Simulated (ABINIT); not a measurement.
# WS2 (Tungstenite): G0W0 with ABINIT, start to end, part 3 of 3

How does a plane-wave GW calculation on WS2 (Tungstenite) run from the first input to the gap?

ABINIT 10.8.3; PBE and many-body steps on it, plane waves. Known limits of the many-body steps: not at the basis limit; screening head approximate; coarse k mesh.

So far. Step 3 (Bands along the symmetry lines): The gap is 0.935 eV, as in the run before at this level. Step 4 (Empty states on the mesh, 3×3×1 mesh, 266 bands): On this mesh the gap is 1.233 eV. The earlier step found 0.935 eV, so this mesh misses an edge.

## 5. Screening, 3×3×1 mesh, 242 bands, screening to 119.7 eV

The RPA dielectric matrix is built and inverted for each q.

This step: RPA screening on PBE with spin-orbit coupling, plane waves, norm-conserving pseudopotentials.

Input file run.abi:

```
acell 3*1.0 Angstrom
rprim 
  3.153199999992 0.000000000002 0.000000000000
  -1.576599999998 2.730751303206 0.000000000000
  0.000000000000 0.000000000000 12.323000000000
ntypat 2
znucl 74 16
natom 6
typat 1 1 2 2 2 2
xred 
  0.333333333333 0.666666666667 0.250000000000
  0.666666666667 0.333333333333 0.750000000000
  0.333333333333 0.666666666667 0.622500000000
  0.666666666667 0.333333333333 0.122500000000
  0.333333333333 0.666666666667 0.877500000000
  0.666666666667 0.333333333333 0.377500000000
pp_dirpath "pseudos"
pseudos "W.upf, S.upf"
ecut 31
nspinor 2
ngkpt 3 3 1
nshiftk 1
shiftk 0 0 0
kptopt 1
chksymbreak 0
istwfk *1
occopt 1
irdwfk 1
optdriver 3
nband 242
ecuteps 4.4
inclvkb 0
awtr 1
symchi 1
indata_prefix "in"
outdata_prefix "out"
tmpdata_prefix "tmp"
```

Launch:

```bash
$ OMP_NUM_THREADS=1 mpirun -n 8 abinit run.abi > log
```

Numbers of over 12 decimals in the logs are rounded to 6 here.

What it wrote:

```text
.Version 10.8.3 of ABINIT. v10.8.2 released Aug 2026.

 Symmetries : space group P6_3/m m c (#194); Bravais hP (primitive hexag.)
[... echo of the input left out ...]
== DATASET  1 ==================================================================
-   mpi_nproc: 8, omp_nthreads: 1 (-1 if OMP is not activated)

--- !DatasetInfo
iteration_state: {dtset: 1, }
dimensions: {natom: 6, nkpt: 3, mband: 242, nsppol: 1, nspinor: 2, nspden: 1, mpw: 5917, }
cutoff_energies: {ecut:  31.0, pawecutdg:  -1.0, }
electrons: {nelect:   5.20000000E+01, charge:   0.00000000E+00, occopt:   1.00000000E+00, tsmear:   1.00000000E-02, }

 SCREENING: Calculation of the susceptibility and dielectric matrices

 Based on a program developped by R.W. Godby, V. Olevano, G. Onida, and L. Reining.
 Incorporated in ABINIT by V. Olevano, G.-M. Rignanese, and M. Torrent.
.Using double precision arithmetic ; gwpc =  8

[... cell and pseudopotentials left out ...]
--------------------------------------------------------------------------------

 ==== K-mesh for the wavefunctions ====
 Number of points in the irreducible wedge :     3
[... list of points left out ...]
 Together with 24 symmetry operations and time-reversal symmetry
 yields     9 points in the full Brillouin Zone.

 ==== Q-mesh for the screening function ====
 Number of points in the irreducible wedge :     3
[... list of points left out ...]
 Together with 24 symmetry operations and time-reversal symmetry
 yields     9 points in the full Brillouin Zone.

 setmesh: FFT mesh size selected  =    20x   20x   90
          total number of points  =        36000

 vcoul_init : cutoff-mode = AUXILIARY_FUNCTION
 q-points for optical limit:   1
     1)      0.000010    0.000020    0.000030

- screening: taking advantage of time-reversal symmetry
- Maximum band index for partially occupied states nbvw = 52
- Remaining bands to be divided among processors   nbcw = 190
- Number of bands treated by each node ~23

 Number of electrons calculated from density =   52.0000; Expected =   52.0000
 average of density, n =  0.072620
 r_s =    1.4869
 omega_plasma =   25.9946 [eV]

 calculating chi0 at frequencies [eV] :
  1    0.000000E+00    0.000000E+00
  2    0.000000E+00    2.599465E+01

--------------------------------------------------------------------------------
  q-point number  1        q = ( 0.000000, 0.000000, 0.000000) [r.l.u.]
--------------------------------------------------------------------------------
[... chi0 elements left out ...]
 For q-point:  0.000010 0.000020 0.000030
  dielectric constant =  18.9811
  dielectric constant without local fields =  21.3430

  Average fulfillment of the sum rule on Im[epsilon] for q-point    1 :     76.33  [%]
[... wings left out ...]
  q-point number  2        q = ( 0.333333, 0.000000, 0.000000) [r.l.u.]
--------------------------------------------------------------------------------
[... chi0 elements left out ...]
  Average fulfillment of the sum rule on Im[epsilon] for q-point    2 :     71.59  [%]

 [... 1 further q-points ...]
```

The job ended after 38 s (8 MPI ranks of Arm Neoverse V1, shared host; peak memory 2.9 GiB).

Numbers from this step:

| Property | Result |
| --- | --- |
| ε∞ with local fields, on this mesh, along the program's q direction | 18.98 |
| the same without local fields | 21.34 |
| plasma frequency | 25.99 eV |
| plane waves in the screening matrix | 315 |

Local fields lower ε∞ by 11 %. On a Γ-centred mesh this coarse the value itself is usually too large, while a short band sum pulls it down.

## 6. Self-energy, 3×3×1 mesh, 242 bands, screening to 119.7 eV

The self-energy is evaluated for the states that the input lists, and the levels follow from it, in one-shot runs by the linearised quasiparticle equation.

This step: G0W0 on PBE with spin-orbit coupling, plane waves, norm-conserving pseudopotentials.

run.abi: that of step 5 with these lines changed.

```diff
@@ -28,8 +28,17 @@
 irdwfk 1
-optdriver 3
+optdriver 4
 nband 242
+gwcalctyp 0
+ecutsigx 31
+symsigma 0
+nkptgw 2
+kptgw 
+  0.0000000000 0.0000000000 0.0000000000
+  0.3333333333 0.3333333333 0.0000000000
+bdgw 
+  49 56
+  49 56
 ecuteps 4.4
-inclvkb 0
-awtr 1
-symchi 1
+irdscr 1
+ppmodel 1
 indata_prefix "in"
```

What it wrote:

```text
.Version 10.8.3 of ABINIT. v10.8.2 released Aug 2026.

 Symmetries : space group P6_3/m m c (#194); Bravais hP (primitive hexag.)
[... echo of the input left out ...]
== DATASET  1 ==================================================================
-   mpi_nproc: 8, omp_nthreads: 1 (-1 if OMP is not activated)

--- !DatasetInfo
iteration_state: {dtset: 1, }
dimensions: {natom: 6, nkpt: 3, mband: 242, nsppol: 1, nspinor: 2, nspden: 1, mpw: 5917, }
cutoff_energies: {ecut:  31.0, pawecutdg:  -1.0, }
electrons: {nelect:   5.20000000E+01, charge:   0.00000000E+00, occopt:   1.00000000E+00, tsmear:   1.00000000E-02, }

 SIGMA: Calculation of the GW corrections

 Based on a program developped by R.W. Godby, V. Olevano, G. Onida, and L. Reining.
 Incorporated in ABINIT by V. Olevano, G.-M. Rignanese, and M. Torrent.
.Using double precision arithmetic ; gwpc =  8

[... cell and pseudopotentials left out ...]
--------------------------------------------------------------------------------

 ==== K-mesh for the wavefunctions ====
 Number of points in the irreducible wedge :     3
[... list of points left out ...]
 Together with 24 symmetry operations and time-reversal symmetry
 yields     9 points in the full Brillouin Zone.

 ==== Q-mesh for screening function ====
 Number of points in the irreducible wedge :     3
[... list of points left out ...]
 Together with 24 symmetry operations and time-reversal symmetry
 yields     9 points in the full Brillouin Zone.

 vcoul_init : cutoff-mode = AUXILIARY_FUNCTION
 q-points for optical limit:   1
     1)      0.000010    0.000020    0.000030
 setmesh: FFT mesh size selected  =    25x   25x  120
          total number of points  =        75000

 Number of electrons calculated from density =   52.0000; Expected =   52.0000
 average of density, n =  0.072620
 r_s =    1.4869
 omega_plasma =   25.9946 [eV]

 === KS Band Gaps ===
  >>>> For spin  1
   Minimum direct gap =   1.6490 [eV], located at k-point      :   0.3333  0.3333  0.0000
   Fundamental gap    =   1.2333 [eV], Top of valence bands at :   0.0000  0.0000  0.0000
                                       Bottom of conduction at :   0.3333  0.3333  0.0000
 SIGMA fundamental parameters:
 PLASMON POLE MODEL  1
 number of plane-waves for SigmaX                 5885
 number of plane-waves for SigmaC and W            315
 number of plane-waves for wavefunctions          5885
 number of bands                                   242
 number of independent spin polarizations            1
 number of spinorial components                      2
 number of k-points in IBZ                           3
 number of q-points in IBZ                           3
 number of symmetry operations                      24
 number of k-points in BZ                            9
 number of q-points in BZ                            9
 number of frequencies for dSigma/dE                 9
 frequency step for dSigma/dE [eV]                0.25
 number of omega for Sigma on real axis              0
 max omega for Sigma on real axis  [eV]           0.00
 zcut for avoiding poles [eV]                     0.10

 EPSILON^-1 parameters (SCR file):
 dimension of the eps^-1 matrix on file            315
 dimension of the eps^-1 matrix used               315
 number of plane-waves for wavefunctions          5885
 number of bands                                   242
 number of q-points in IBZ                           3
 number of frequencies                               2
 number of real frequencies                          1
 number of imag frequencies                          1

 matrix elements of self-energy operator (all in [eV])

 Perturbative Calculation

--- !SelfEnergy_ee
iteration_state: {dtset: 1, }
kpoint     : [   0.000,    0.000,    0.000, ]
spin       : 1
KS_gap     :    2.187
QP_gap     :    2.587
Delta_QP_KS:    0.400
data: !SigmaeeData |
     Band     E0 <VxcDFT>   SigX SigC(E0)      Z dSigC/dE  Sig(E)    E-E0       E
       49   8.334 -14.394 -15.648   1.527   0.792  -0.263 -14.178   0.216   8.549
       50   8.334 -14.394 -15.648   1.527   0.792  -0.263 -14.178   0.216   8.549
       51   9.534 -15.518 -16.393   1.316   0.788  -0.269 -15.170   0.348   9.882
       52   9.534 -15.518 -16.393   1.316   0.788  -0.269 -15.170   0.348   9.882
       53  11.721 -15.106 -10.613  -3.542   0.786  -0.272 -14.358   0.748  12.468
       54  11.721 -15.106 -10.613  -3.542   0.786  -0.272 -14.358   0.748  12.468
       55  11.743 -15.227 -10.393  -3.753   0.791  -0.264 -14.372   0.855  12.598
       56  11.743 -15.227 -10.393  -3.753   0.791  -0.264 -14.372   0.855  12.598

--- !SelfEnergy_ee
iteration_state: {dtset: 1, }
kpoint     : [   0.333,    0.333,    0.000, ]
spin       : 1
KS_gap     :    1.649
QP_gap     :    2.395
Delta_QP_KS:    0.746
data: !SigmaeeData |
     Band     E0 <VxcDFT>   SigX SigC(E0)      Z dSigC/dE  Sig(E)    E-E0       E
       49   8.651 -15.313 -16.657   1.734   0.789  -0.267 -15.005   0.308   8.959
       50   8.651 -15.313 -16.657   1.734   0.789  -0.267 -15.005   0.308   8.959
       51   9.118 -15.072 -16.199   1.494   0.791  -0.265 -14.782   0.290   9.408
       52   9.118 -15.072 -16.199   1.494   0.791  -0.265 -14.782   0.290   9.408
       53  10.767 -16.230 -11.163  -3.757   0.791  -0.265 -15.195   1.036  11.803
       54  10.767 -16.230 -11.163  -3.757   0.791  -0.265 -15.195   1.036  11.803
       55  10.814 -16.345 -11.258  -3.762   0.790  -0.265 -15.298   1.047  11.861
       56  10.814 -16.345 -11.258  -3.762   0.790  -0.265 -15.298   1.047  11.861

== END DATASET(S) ==============================================================
================================================================================

 -outvars: echo values of variables after computation  --------
           etotal      0.0000000000E+00
            nband         242
             nkpt           3
          spgroup         194
 [... the other variables as echoed above ...]

 Calculation completed.
```

Run time: 54 s. Hardware: 8 MPI ranks; peak memory 2 GiB; 7.1 min of CPU time.

Numbers from this step:

```
G0W0 gap on the points computed              : 1.921 eV
starting gap on the mesh                     : 1.233 eV
k of the valence top                         : 0, 0, 0
k of the conduction bottom                   : 0.3333, 0.3333, 0
Z at the valence top                         : 0.788
Z at the conduction bottom                   : 0.791
least direct G0W0 gap on the computed points : 2.395 eV
```

The gap on the mesh goes from 1.23 eV to 1.92 eV, a correction of +0.69 eV. The start differs from the 0.94 eV found before because the two sample other k points.

Limits: finite bands, cutoff and mesh; screening head approximate; coarse k mesh. v1 is the top filled band, c1 the lowest empty one. Levels before and after the correction, in eV, zero at the valence-band top of each column:

```csv
,conduction bottom,valence top
Kohn-Sham,1.23,0.00
G0W0,1.92,0.00
```

```csv
,level,energy (eV)
Kohn-Sham,Γ v3,-1.200
Kohn-Sham,Γ v2-v1,0.000
Kohn-Sham,Γ c1-c2,2.187
Kohn-Sham,Γ c3,2.210
Kohn-Sham,(0.333 0.333 0) v3,-0.883
Kohn-Sham,(0.333 0.333 0) v2-v1,-0.416
Kohn-Sham,(0.333 0.333 0) c1-c2,1.233
Kohn-Sham,(0.333 0.333 0) c3,1.281
G0W0,Γ v3,-1.333
G0W0,Γ v2-v1,0.000
G0W0,Γ c1-c2,2.586
G0W0,Γ c3,2.716
G0W0,(0.333 0.333 0) v3,-0.923
G0W0,(0.333 0.333 0) v2-v1,-0.474
G0W0,(0.333 0.333 0) c1-c2,1.921
G0W0,(0.333 0.333 0) c3,1.979
```

## 7. Where the time went

Times are wall times on 8 MPI ranks of Arm Neoverse V1, shared host, good to a factor of about two.

| step | time | share | memory (GiB) |
| --- | --- | --- | --- |
| ground state | 2.6 min | 20 % | 0.91 |
| bands along the symmetry lines | 4.1 min | 32 % | 1.1 |
| empty states on the mesh | 4.6 min | 36 % | 0.79 |
| screening | 38 s | 5 % | 2.9 |
| self-energy | 54 s | 7 % | 2.0 |

## 8. Outcome

| Item | Value |
| --- | --- |
| PBE gap | 0.94 eV, indirect |
| G0W0 gap on the mesh | 1.92 eV |
| G0W0 gap over the zone (rigid shift) | 1.62 eV |
| GW settings | 3×3×1 mesh, 242 bands, screening to 119.7 eV, Godby-Needs plasmon pole |
| known limits | not at the basis limit; screening head approximate; coarse k mesh |

What this shows: G0W0 moves the gap on the mesh from 1.23 eV to 1.92 eV (+0.69 eV), with Z of 0.79 and 0.79 at the edges. The mesh misses the band edges by 0.30 eV in all; a rigid shift gives 1.62 eV for the zone. Local fields lower the RPA ε∞ on this mesh from 21.34 to 18.98; a Γ-centred mesh this coarse tends to raise both, most where the direct gap is narrow, while a short band sum lowers them. Only 2 of the mesh's irreducible points were corrected, so a valley elsewhere could overtake. Bands and cutoff are finite, so the gap is not at the basis limit. The miss can reach some tenths of an eV and take either sign; the mesh is an error of its own. In the G0W0 run levels were corrected at 2 k points alone, so a gap called «on the mesh» is the least over those, and an edge elsewhere would be missed. A denser mesh or path gives a starting gap of 0.94 eV: the GW mesh misses a band edge, so its gaps are not the fundamental one. The 3×3×1 mesh is coarse for this cell, which bears on the long-range parts of exchange and screening. The long-wavelength limit of the screening leaves out the non-local commutator, which shifts ε∞.

[Paths, hosts, dates, memory and timing lines, banners, echoed tables and standing remarks are left out of the program output.]

[Logs are printed without paths, hosts, clocks, repeated set-up lines and the standing remarks that a program may print on its own settings, such as how far it seeks lower states.]

[Runs of the session that timed out or met a known fault of the program may be left out.]

[Hosts, paths, dates, database ids (printed as entryN), source tags and the programs' standing remarks are cut or masked in the printed files.]

[G0W0 gaps are taken among the corrected bands and points alone; a level outside them can change the order at an edge.]

[Where Ansatz stands beside ABINIT at settings called matched, ABINIT's density can come from a denser mesh and the files from another edition; pairs whose starting gaps differed by over 0.03 eV were left out, so agreement reads better than it is.]
